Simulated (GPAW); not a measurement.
**YHSe (P-6m2): G0W0 on several meshes in GPAW**

Aim: the GW shift of YHSe (P-6m2) against the k mesh.

Program: GPAW 26.7.0. Level of theory: LDA and many-body steps on it, plane waves. Results are calculated unless marked as measured.

This is a report of a sequence of runs, with most program output left out.

## (1) The starting structure

Symmetry: P-6m2, No. 187, hexagonal system. Conventional cell: a = 3.841 Å, b = 3.841 Å, c = 3.916 Å, α = 90.00°, β = 90.00°, γ = 120.00°. Nearest to Y lie 3 H at 2.22 Å and 6 Se at 2.96 Å. Nearest to H lie 3 Y at 2.22 Å. Nearest to Se lie 6 H at 2.96 Å and 6 Y at 2.96 Å. Farther neighbours and most contacts between anions are not listed.

As a file:

```xyz
3
Lattice="3.8409 0.0000 0.0000 -1.9205 3.3263 0.0000 0.0000 0.0000 3.9155" Properties=species:S:1:pos:R:3 pbc="T T T"
Y     0.0000    0.0000    0.0000
H     0.0000    2.2176    0.0000
Se    1.9205    1.1088    1.9578
```

The cell and positions are those that the Materials Project relaxed with its own functionals (PBE, PBE+U or r2SCAN), kept fixed.

## (2) Empty states on the mesh, 3×3×4 mesh, 331 bands

This step: GPAW 26.7.0; DFT, LDA, plane waves, PAW.

The sums over transitions need many empty states on a uniform mesh; this step solves for them.

run.py

```python
import json
import numpy as np
from gpaw.mpi import world
from gpaw import GPAW

calc = GPAW('gs.gpw').fixed_density(kpts={'size': (3, 3, 4), 'gamma': True},
    parallel={'domain': 1, 'band': 1},
    txt='nscf.txt')
calc.diagonalize_full_hamiltonian(nbands=331)
calc.write('full.gpw', mode='all')
res = {}
kpts = calc.get_ibz_k_points()
res['kpts'] = kpts
res['eigenvalues'] = [calc.get_eigenvalues(kpt=k) for k in range(len(kpts))]
res['n_electrons'] = calc.get_number_of_electrons()

if world.rank == 0:
    with open('result.json', 'w') as f:
        json.dump(res, f, default=lambda x: x.tolist())
```

The run is started by

```console
$ mpirun -n 4 gpaw python run.py
```

Wall time 19 s (4 MPI ranks of Arm Neoverse V1, shared host); peak memory 1.6 GiB; 77 s of CPU time.

Numbers from this step:

```
gap                                                           : 1.369 eV
k of the valence top                                          : 0, 0, 0.5
k of the conduction bottom                                    : 0, 0, 0
least direct gap                                              : 1.745 eV
k points computed                                             : 9
lowest point of the top converged band, above the valence top : 182.2117 eV
```

On this mesh the gap is 1.369 eV.

## (3) 3×3×4

Now the one-shot GW correction: screening in the RPA, then the self-energy of the levels asked for.

This step: G0W0 on LDA, plane waves, PAW.

run.py

```python
import json
import numpy as np
from gpaw.mpi import world
from gpaw.response.g0w0 import G0W0

gw = G0W0('full.gpw',
    filename='gw',
    kpts=[0, 2],
    bands=(7, 11),
    ecut=60,
    nbands=52,
    integrate_gamma='WS',
    ppa=True)
gw.calculate()
res = {mode: {k: v for k, v in r.items() if k != 'sigma_eskwn'}
       for mode, r in gw.all_results.items()}

if world.rank == 0:
    with open('result.json', 'w') as f:
        json.dump(res, f, default=lambda x: x.tolist())
```

The run is started by

```console
$ mpirun -n 4 gpaw python run.py
```

Run time: 12 s. Hardware: 4 MPI ranks; peak memory 1.1 GiB.

This step gave:

| Item | Value |
| --- | --- |
| G0W0 gap on the points computed | 2.291 eV |
| least direct G0W0 gap on the computed points | 2.956 eV |
| Z at the valence top | 0.8027 |
| Z at the conduction bottom | 0.8127 |
| starting gap on the mesh | 1.369 eV |
| k of the valence top | 0, 0, 0.5 |
| k of the conduction bottom | 0, 0, 0 |

The gap on the mesh goes from 1.37 eV to 2.29 eV, a correction of +0.92 eV.

## (4) Empty states on the mesh, 6×6×6 mesh, 62 bands

This step: DFT, LDA, plane waves, PAW.

run.py

```python
import json
import numpy as np
from gpaw.mpi import world
from gpaw import GPAW

calc = GPAW('gs.gpw').fixed_density(kpts={'size': (6, 6, 6), 'gamma': True},
    nbands=72,
    convergence={'bands': 62},
    txt='nscf.txt')
calc.write('full.gpw', mode='all')
res = {}
kpts = calc.get_ibz_k_points()
res['kpts'] = kpts
res['eigenvalues'] = [calc.get_eigenvalues(kpt=k) for k in range(len(kpts))]
res['n_electrons'] = calc.get_number_of_electrons()

if world.rank == 0:
    with open('result.json', 'w') as f:
        json.dump(res, f, default=lambda x: x.tolist())
```

The run is started by

```console
$ mpirun -n 4 gpaw python run.py
```

Run time: 27 s. Hardware: 4 MPI ranks; peak memory 0.77 GiB.

This step gave:

```yaml
gap: 1.369 eV
k_of_the_valence_top: 0, 0, 0.5
k_of_the_conduction_bottom: 0, 0, 0
least_direct_gap: 1.745 eV
k_points_computed: 28
lowest_point_of_the_top_converged_band_above_the_valence_top: 46.71 eV
```

On this mesh the gap is 1.369 eV.

## (5) 6×6×6

This step: G0W0 on LDA, plane waves, PAW.

run.py

```python
import json
import numpy as np
from gpaw.mpi import world
from gpaw.response.g0w0 import G0W0

gw = G0W0('full.gpw',
    filename='gw',
    kpts=[0, 3],
    bands=(7, 11),
    ecut=60,
    nbands=52,
    integrate_gamma='WS',
    ppa=True)
gw.calculate()
res = {mode: {k: v for k, v in r.items() if k != 'sigma_eskwn'}
       for mode, r in gw.all_results.items()}

if world.rank == 0:
    with open('result.json', 'w') as f:
        json.dump(res, f, default=lambda x: x.tolist())
```

The run is started by

```console
$ mpirun -n 4 gpaw python run.py
```

Wall time 96 s (4 MPI ranks); peak memory 1.6 GiB.

This step gave:

| Property | Result |
| --- | --- |
| G0W0 gap on the points computed | 2.278 eV |
| least direct G0W0 gap on the computed points | 2.961 eV |
| Z at the valence top | 0.8053 |
| Z at the conduction bottom | 0.8159 |
| starting gap on the mesh | 1.369 eV |
| k of the valence top | 0, 0, 0.5 |
| k of the conduction bottom | 0, 0, 0 |

Against G0W0 in GPAW (3×3×4 mesh, 52 bands, screening to 60 eV, Godby-Needs plasmon pole), the gap moves by −0.013 eV.

## (6) The runs together

Times are wall times on 4 MPI ranks of Arm Neoverse V1, shared host, good to a factor of about two.

| run | mesh | bands | screening cutoff (eV) | DFT gap (eV) | gap on the mesh (eV) | direct (eV) | time |
| --- | --- | --- | --- | --- | --- | --- | --- |
| 3×3×4 | 3×3×4 | 52 | 60 | 1.369 | 2.291 | 2.956 | 12 s |
| 6×6×6 | 6×6×6 | 52 | 60 | 1.369 | 2.278 | 2.961 | 96 s |

## (7) Results

```
3×3×4        : 2.291 eV
6×6×6        : 2.278 eV
known limits : not at the basis limit; no spin-orbit coupling; coarse k mesh
```

In words: 6×6×6: −0.013 eV against 3×3×4. Bands and cutoff are finite, so the gap is not at the basis limit. The miss can reach some tenths of an eV and take either sign; the mesh is an error of its own. These stock PAW sets were not made for GW; the filled d or f shell of Se lies in the frozen core, which bears on start and correction. In the G0W0 runs levels were corrected at 2 k points alone, so a gap called «on the mesh» is the least over those, and an edge elsewhere would be missed. The 3×3×4 mesh is coarse for this cell, which bears on the long-range parts of exchange and screening. The many-body steps are scalar-relativistic: spin-orbit coupling is not in them.

[Paths, hosts, dates, memory and timing lines, banners, echoed tables and standing remarks are left out of the program output.]

[Logs are printed without paths, hosts, clocks, repeated set-up lines and the standing remarks that a program may print on its own settings, such as how far it seeks lower states.]

[Runs of the session that timed out or met a known fault of the program may be left out.]

[Hosts, paths, dates, database ids (printed as entryN), source tags and the programs' standing remarks are cut or masked in the printed files.]
